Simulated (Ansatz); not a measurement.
# How strongly the parts of twisted graphene monolayer on bilayer, 84.43° (402 atoms) bind: runs compared

How much energy holds the two parts of twisted graphene monolayer on bilayer, 84.43° (402 atoms) together, how does it fall off with distance, and how much does it hang on the functional?

Computed with Ansatz 0.2.0: Kohn-Sham DFT, revPBE+D3(BJ), PAW (set soft_2), plane waves.

### Step 1. The cell as built

The cell holds 402 atoms: 402 C. Its edges and angles: a = 20.136 Å, b = 20.136 Å, c = 20.690 Å, α = 90.0°, β = 90.0°, γ = 120.0°. It derives from C (graphene). Graphene (a = 2.46 Å) under graphene (a = 2.46 Å), monolayer on bilayer, commensurate cell of 67 unit cells a layer, twist 84.43 deg; facing planes 3.32, 3.37 Å apart as built; 14 Å of vacuum; minimised with a classical potential. Regions: layer 1, 134 atoms (134 C); layer 2, 134 atoms (134 C); layer 3, 134 atoms (134 C). Vacuum lies along c.

### Step 2. The reference run

The reference is a single point at the end of the relaxation.

The parts (lower: layer 1 and layer 2 and upper: layer 3) keep their atoms where they stand in it, and shifted cells move the upper part rigidly.

Its input, with most atom lines left out:

```yaml
crystal:
  lattice:
    - [20.136, 0.0, 0.0]
    - [-10.068, 17.43829, 0.0]
    - [0.0, 0.0, 20.69]
  atoms:
    - { symbol: C, position: [0.06965, 0.64677, 0.3364] }
    - { symbol: C, position: [0.09453, 0.59204, 0.33636] }
    - { symbol: C, position: [0.0995, 0.78109, 0.3364] }
    - { symbol: C, position: [0.12438, 0.72637, 0.33636] }
    - { symbol: C, position: [0.12935, 0.91542, 0.3364] }
    - { symbol: C, position: [0.15423, 0.8607, 0.33636] }
    - { symbol: C, position: [0.1592, 0.04975, 0.3364] }
    [... atom lines 8 to 402 left out ...]
kpoints:
  mp_grid: { grid: [3, 3, 1] }
hamiltonian:
  xc: revpbe
  dispersion: d3bj
scf:
  occupations: { method: fermi_dirac, width: 0.05 }
output:
  forces: true
  populations: true
  dos:
    method: { smearing: { sigma: 0.15 } }
    de: 0.1
    projected: { site_lists: { C: [C] } }
  eigenvalues: true
  write_density: true
  write_potential: true
  volumetric_format: npy
```

```
free energy per atom   : -252.1474 eV/atom
r.m.s. force component : 0.01657 eV/Å
```

No gap is quoted, since levels at the Fermi energy are partly filled.

### Step 3. The runs

Each row is one run, on 1 × NVIDIA H100 80GB HBM3 with 11 threads of AMD EPYC 7R13 (Zen 3), shared host. The free energy is the program's total, comparable only between runs with the same functional, potentials and atoms, or as a whole against its parts.

| run | atoms | outcome | ionic steps, all passes | free energy (eV) | time | host memory (GiB) | planned on the GPU (GiB) |
| --- | --- | --- | --- | --- | --- | --- | --- |
| Single point at the start | 402 | converged | - | -101363.241 | 15 s | 2.4 | - |
| Relaxation | 402 | converged | 2 | -101363.241 | 24 s | 2.9 | - |
| Single point at the relaxed geometry | 402 | converged | - | -101363.241 | 39 s | 12 | - |
| The lower part alone | 268 | converged | - | -67572.215 | 17 s | 2.4 | - |
| The upper part alone | 134 | converged | - | -33781.354 | 8 s | 2.3 | 58 |
| Upper part moved by +0.3 Å | 402 | converged | - | -101361.950 | 22 s | 2.4 | - |
| Upper part moved by -0.3 Å | 402 | converged | - | -101362.393 | 24 s | 5.8 | - |
| Upper part moved by +0.8 Å | 402 | converged | - | -101359.336 | 24 s | 2.4 | - |
| Upper part moved by +1.6 Å | 402 | converged | - | -101356.600 | 24 s | 2.4 | - |
| Upper part moved by +3 Å | 402 | converged | - | -101354.708 | 21 s | 2.4 | - |
| Whole cell, LDA | 402 | converged | - | -97674.581 | 14 s | 2.3 | - |
| Lower part, LDA | 268 | converged | - | -65115.610 | 8.6 s | 2.1 | - |
| Upper part, LDA | 134 | converged | - | -32556.166 | 4.5 s | 2.0 | 55 |
| Whole cell, r2SCAN+D4 | 402 | converged | - | -101192.335 | 28 s | 3.0 | - |
| Lower part, r2SCAN+D4 | 268 | converged | - | -67459.365 | 17 s | 2.8 | - |
| Upper part, r2SCAN+D4 | 134 | converged | - | -33726.145 | 9.1 s | 2.7 | 70 |
| Whole cell, PBE+D3(BJ) | 402 | converged | - | -100927.656 | 15 s | 2.4 | - |
| Lower part, PBE+D3(BJ) | 268 | converged | - | -67282.826 | 8.9 s | 2.2 | - |
| Upper part, PBE+D3(BJ) | 134 | converged | - | -33638.124 | 4.6 s | 2.1 | 55 |

In some runs the program notes that it cut back its plan to fit the GPU's memory, positions were snapped to a detected symmetry, the exchange-correlation potential is rough where the density is thin and the atoms just miss a symmetry operation. Further notices: symmetry narrowed to a group.

### Step 4. Interaction energy

Whole cell less its two parts, each frozen at the geometry of the whole and solved in the same cell with the same functional, so that energy zeros cancel. The upper part is 'layer 3' and the lower part 'layer 1 and layer 2', so the cut is under the top layer, which needn't be the twisted interface. The nearest atoms of the two parts stand 3.38 Å apart. The face is 351.1 Å².

| functional | interaction energy (eV) | of it, the added dispersion term (eV) | per area (meV/Å²) | per area (J/m²) | per atom of the upper part (meV) |
| --- | --- | --- | --- | --- | --- |
| revPBE+D3(BJ) | -9.672 | -14.523 | -27.5 | -0.44 | -72.2 |
| LDA | -2.805 | - | -8.0 | -0.13 | -20.9 |
| r2SCAN+D4 | -6.824 | -5.179 | -19.4 | -0.31 | -50.9 |
| PBE+D3(BJ) | -6.706 | -8.766 | -19.1 | -0.31 | -50.0 |

### Step 5. Energy against separation

The upper part is moved rigidly along the normal from its place in the reference.

| shift (Å) | energy change (eV) | per area (meV/Å²) | share of the binding lost (%) |
| --- | --- | --- | --- |
| -0.3 | 0.848 | 2.41 | - |
| +0.0 | 0.000 | 0.00 | - |
| +0.3 | 1.291 | 3.68 | 13 |
| +0.8 | 3.905 | 11.12 | 40 |
| +1.6 | 6.641 | 18.91 | 69 |
| +3.0 | 8.533 | 24.30 | 88 |

### Step 6. Levels of whole and parts

| cell | level spacing (eV) | vacuum level at the upper face, over the highest filled level, or over E_F where no gap is given (eV) | moment (μB) |
| --- | --- | --- | --- |
| whole | - | 4.17 | no spin |
| lower part | - | 4.15 | no spin |
| upper part | - | 4.11 | no spin |

A dash marks a cell without a clear gap, or without a flat potential in the vacuum.

### Step 7. Outcome

The parts bind with 27.5 meV/Å² (9.67 eV for the cell) at the level revPBE+D3(BJ), the size of van der Waals binding between sheets. The added dispersion term contributes -14.523 eV, the functional itself 4.851 eV. At this one geometry the functionals range from -27.5 (revPBE+D3(BJ)) to -8.0 meV/Å² (LDA). The curvature over ±0.3 Å is 1.1×10²⁰ N/m³. At +3.0 Å, 88 % of the binding is lost; the shift also narrows the vacuum to the periodic image.

**Limits.** The functionals run at their own default cutoffs. The parts are frozen, so the energy of their deformation isn't counted. No correction is made for dipoles across the vacuum, and the parts also feel their periodic images through it.

The DFT runs together took 5.4 min of wall time.

[Logs are printed without paths, hosts, clocks, repeated set-up lines and the standing remarks that a program may print on its own settings, such as how far it seeks lower states.]

[Hosts, paths, dates, database ids (printed as entryN), source tags and the programs' standing remarks are cut or masked in the printed files.]
